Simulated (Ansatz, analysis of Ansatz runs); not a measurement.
# B-H pair in alpha-quartz: local vibrational mode against experiment, part 2 of 2

Subject: B-H pair in alpha-quartz. Wanted: its local vibrational mode, in one set-up (HSE06, 72-site cell, PBE lattice, 420 eV, k: the zone centre alone, relaxed with the hybrid, anharmonic cut along the mode). The model is a cell of 72 host atoms with B put on another atom's site and H put in between. The frequencies come from force constants among the defect atom and its neighbours, with the masses of the isotopes named. Exact exchange opens the gap, stiffens bonds and lessens the self-interaction error, at many times the cost.

Ansatz 0.2.0; HSE06, 72-site cell, PBE lattice, 420 eV, k: the zone centre alone, relaxed with the hybrid, anharmonic cut along the mode.

So far. Step 2 (Relaxation, charge 0): Neighbours of the added atoms: H73: O4 0.96, Si1 2.21, O63 2.26 Å.

## (3) Local vibrational modes

A local mode lives on the defect and the atoms next to it, so only the sites listed in the input are displaced, which costs far fewer SCF runs than the whole cell would.

This step: plane-wave PAW DFT, HSE06; finite-displacement force constants among the atoms nearest to a defect, the others at rest.

modes/input.yaml

```yaml
crystal:
  lattice:
    - [10.03667685, 0.0, 0.0]
    - [-5.01833842, 8.69201712, 0.0]
    - [0.0, 0.0, 11.01794798]
  atoms:
    - { symbol: Si, position: [0.23373282, -0.013474832, 0.329793894] }
    - { symbol: Si, position: [0.001700815, 0.247478195, 0.169031202] }
[... 1 atom line left out ...]
    - { symbol: O, position: [0.180391258, 0.09967788, 0.39041081] }
[... 3 atom lines left out ...]
    - { symbol: O, position: [0.09128791, 0.374071557, 0.273261645] }
    - { symbol: O, position: [0.300433038, 0.417343918, 0.443662601] }
[... 1 atom line left out ...]
    - { symbol: Si, position: [0.009818154, 0.256095793, 0.668703823] }
    - { symbol: B, position: [0.277241368, 0.314939768, 0.534235851] }
[... 2 atom lines left out ...]
    - { symbol: O, position: [0.400299115, 0.302858709, 0.57247243] }
    - { symbol: O, position: [0.138641683, 0.237742508, 0.594828931] }
[... 2 atom lines left out ...]
    - { symbol: Si, position: [0.246185514, 0.496437401, 0.342933193] }
[... 7 atom lines left out ...]
    - { symbol: O, position: [0.291115241, 0.911366802, 0.432021305] }
[... 19 atom lines left out ...]
    - { symbol: Si, position: [0.488858718, 0.246516031, 0.662480646] }
[... 25 atom lines left out ...]
    - { symbol: H, position: [0.074559339, 0.050171708, 0.415926413] }
basis:
  ecutwfc: 420
  xc_grid: 2
hamiltonian:
  xc: hse06
kpoints:
  mp_grid: { grid: [1, 1, 1] }
scf:
  occupations: { method: fermi_dirac, width: 0.01 }
  max_iter: 120
output: {}
checkpoint:
  read: "../relax.run"
phonons:
  supercell: [1, 1, 1]
  displaced_sites: [3, 72]
```

Started as:

```
> ansatz run input.yaml --threads 4 --pin off --max-ram 7536MiB --backend cpu --events-out ev --progress --plain --runs-dir out
```

Numbers of over 12 decimals in the logs are rounded to 6 here.

The log of the run:

```text
[...]
Warning: basis.xc_grid 2: finite-displacement phonons take 3 at the least, and a number is run as typed, so the frequencies can be off [figures from the program's tests cut]. [...]
[...]
Crystal: 73 atoms, lattice volume = 961.194 Å³
Basis set: ecut = 420 eV, 18781 PW (Γ), exchange–correlation on 144×144×150 points (8 copies of the dense FFT grid, shifted against one another)
Bands: 265, of which v1, the nominal top of the filled ones, is band 192 counted from 1 (191 counted from 0)
Symmetry: 1 space group operations
k-points: 1
[...]
Stability of the state it starts from, as read at its close in the unpolarized treatment: not read, because the functional holds exact exchange (a hybrid, or Hartree-Fock), whose exchange loop this test does not read (fock_operator)
[...]
Frozen-core exchange: fock
[...]
max |Σ_I F_I| component: 2.26e-5 eV/Å
--- Band table (eV) ---
[...]
--- Phonons: 12 displaced members + reference (amplitude 0.0025 Å, Σ member SCF iterations 160) ---
  symmetry images taken by strict's conditions (phonons.symmetry_images: auto; settled by no image being taken that strict refuses)
  force constants formed among 2 of 73 sites (O 3, H 72); the other 71 at rest. The modes move the named sites alone.
  the frequencies, the zero-point energy and the sums are of the block with the acoustic sum rule laid on its rows. Row sums over every site: 1.6e-4 eV/Å² at the most
  transpose residual: 5.4e-4 eV/Å²
  largest component of a force at the reference: 2.5e-3 eV/Å on a named site, 3.7e-3 eV/Å on a site at rest
  frequencies among the named sites at Γ of the cell (cm⁻¹): 236.06 276.87 407.18 750.40 964.03 3805.97
  unstable modes among the named sites: 0
  frequencies as built, with no sum rule (cm⁻¹): 236.06 276.86 407.17 750.40 964.02 3805.97
  zero-point energy: 0.399261 eV/cell   skipped modes (ω ≤ 0): 0
  not written: the harmonic force-constant file, the file of eigenvectors (these modes' are written with the force constants), the density of states and the dispersion, which are of every site
[key lines of the parts left out:]
Free energy (F): -42120.083779 eV
Fermi energy:    4.474837 eV
```

Elapsed: 27 min, on 4 threads of Arm Neoverse V1, shared host; peak memory 2.4 GiB.

Reading the cycles: dr2 is the Hartree energy of the density residual (eV), the measure of convergence; HF is the Harris–Foulkes estimate of the energy, which meets the free energy F at convergence.

Read from the output:

| Item | Value |
| --- | --- |
| free energy | -42120.0838 eV |

The modes with the largest weight on the probed atoms (the light atom of a pair), for the masses of each isotope. Modes of the displaced atoms (local only where they lie over the host's phonons):

```
isotopes  mode (cm⁻¹)  share of the defect atoms
       H         3806                      0.941
       H        964.1                      0.927
       H        407.2                      0.885
       D         2771                      0.886
       D        689.3                      0.772
       D        314.1                      0.552
```

## (4) Point 1 along the mode

A light atom samples the curved part of its well, so the energy is mapped along the mode and the one-dimensional Schrödinger equation solved on it.

This step: plane-wave PAW DFT, HSE06; single point of a defect supercell.

cut0/input.yaml, as its differences from modes/input.yaml of step 3:

```diff
@@ -9,3 +9,3 @@
 [... 1 atom line left out ...]
-    - { symbol: O, position: [0.180391258, 0.09967788, 0.39041081] }
+    - { symbol: O, position: [0.178524021, 0.098876269, 0.390883501] }
 [... 3 atom lines left out ...]
@@ -26,3 +26,3 @@
 [... 25 atom lines left out ...]
-    - { symbol: H, position: [0.074559339, 0.050171708, 0.415926413] }
+    - { symbol: H, position: [0.104445079, 0.063488293, 0.408488779] }
 basis:
@@ -37,7 +37,5 @@
   max_iter: 120
-output: {}
+output:
+  forces: true
 checkpoint:
   read: "../relax.run"
-phonons:
-  supercell: [1, 1, 1]
-  displaced_sites: [3, 72]
```

The log of the run:

```text
[...]
Warning: checkpoint.read: the run can stay near the saved state's solution: 2 site(s) moved relative to the saved geometry (max |Δs| = 2.989e-2 fractional); [...]
[...]
Crystal: 73 atoms, lattice volume = 961.194 Å³
Basis set: ecut = 420 eV, 18781 PW (Γ), exchange–correlation on 144×144×150 points (8 copies of the dense FFT grid, shifted against one another)
Bands: 265, of which v1, the nominal top of the filled ones, is band 192 counted from 1 (191 counted from 0)
Symmetry: 1 space group operations
[...]
k-points: 1
[...]
SCF iter   5: F=-42107.167386 eV  HF=-42107.167383 eV  |F-HF|=3.15e-6  |Δ(HF+E_count)|=   1.18e-3  Δρ=3.01e-4  dr2=2.84e-4  ethr=7.38e-8  ⟨swp⟩=5.0  Hψ=1170  notcnv=0  defer=1
SCF 1 stopped early in 5 iterations: F = -42107.167386 eV  dr2 = 2.84e-4
[...]
Frozen-core exchange: fock
[...]
Free energy (F): -42115.463860 eV
[...]
Internal energy: -42115.463860 eV  (E = F + TS)
E sigma→0 (E₀):  -42115.463860 eV
Fermi energy:    4.477245 eV
[...]
--- Forces (eV/Å), atoms counted from 1 ---
  atom   1  Si     0.18460019     0.13024564    -0.06927080
  atom   2  Si    -0.04644260    -0.03978938     0.02025696
  [... 1 atom left out ...]
  atom   4  O     39.51847536    20.56421805   -13.68108711
  [... 4 atoms left out ...]
  atom   9  O      0.01109143    -0.02249605    -0.01134621
  [... 1 atom left out ...]
  atom  11  Si    -0.01198840    -0.03568585    -0.02954601
  atom  12  B     -0.05367852     0.05097213     0.08349888
  [... 2 atoms left out ...]
  atom  15  O     -0.00758482    -0.01895607    -0.03116981
  atom  16  O      0.05929544     0.02076570    -0.02993801
  [... 2 atoms left out ...]
  atom  19  Si    -0.00530084     0.00996039    -0.01678267
  [... 27 atoms left out ...]
  atom  47  Si     0.02958733     0.00770549     0.01862821
  [... 25 atoms left out ...]
  atom  73  H    -39.49942788   -20.88961350    13.61952221
  max |Σ_I F_I| component: 2.61e-4 eV/Å
--- Band table (eV) ---
[...]
```

Wall time 1.7 min (4 threads); peak memory 2.3 GiB; 6.6 min of CPU time.

This step gave:

```yaml
free_energy: -42115.4639 eV
```

The other runs of this kind differ in structure, charge or spin alone:

```
                   run    outcome  energy less the first (eV)  moment (μB)     time
point 1 along the mode  converged                      0.0000         0.00  1.7 min
point 2 along the mode  converged                     -2.6562         0.00  1.8 min
point 3 along the mode  converged                     -3.8624         0.00  1.8 min
point 4 along the mode  converged                     -4.4624         0.00  1.8 min
point 5 along the mode  converged                     -4.5070         0.00  1.7 min
point 6 along the mode  converged                     -4.2338         0.00  1.7 min
point 7 along the mode  converged                     -3.8990         0.00  1.8 min
point 8 along the mode  converged                     -3.4739         0.00    2 min
point 9 along the mode  converged                     -3.0401         0.00  1.9 min
```

## (5) Anharmonic fundamental

Analysis of the runs above: one-dimensional Schroedinger equation on a polynomial through HSE06 energies along the local mode.

It gives:

- stretch: 3642 cm⁻¹
- stretch harmonic: 3806 cm⁻¹

The energy by normal coordinate:

```
normal coordinate (amu½ Å)  energy (eV)
                    -0.282         4.62
                    -0.207         1.96
                    -0.141        0.757
                    -0.071        0.157
                     0.000            0
                     0.071        0.113
                     0.141        0.386
                     0.207        0.721
                     0.282         1.15
                     0.358         1.58
```

## (6) What came out

```json
{
  "distance from the defect atom to its nearest neighbour": "0.963 Å",
  "O-H stretch, 1H": "3642 cm⁻¹",
  "time of the whole chain": "72 min on 4 threads"
}
```

**Reading.** O-H stretch, 1H: computed 3642 cm⁻¹, measured 3595 cm⁻¹; 47 cm⁻¹ (1 %) above the measurement. The anharmonic cut moves the O-H stretch, 1H from 3806 to 3642 cm⁻¹; a straight cut leaves out the coupling to the other modes. Only the named neighbours move, so modes near the host's band are approximate. Limits: the zone centre alone is a coarse sampling for this cell.

[Logs are printed without paths, hosts, clocks, repeated set-up lines and the standing remarks that a program may print on its own settings, such as how far it seeks lower states.]

[Hosts, paths, dates, database ids (printed as entryN), source tags and the programs' standing remarks are cut or masked in the printed files.]

[For some hosts the program warned that the k-mesh of the response run may be too coarse for force constants and the static dielectric constant; such warnings are not shown here.]
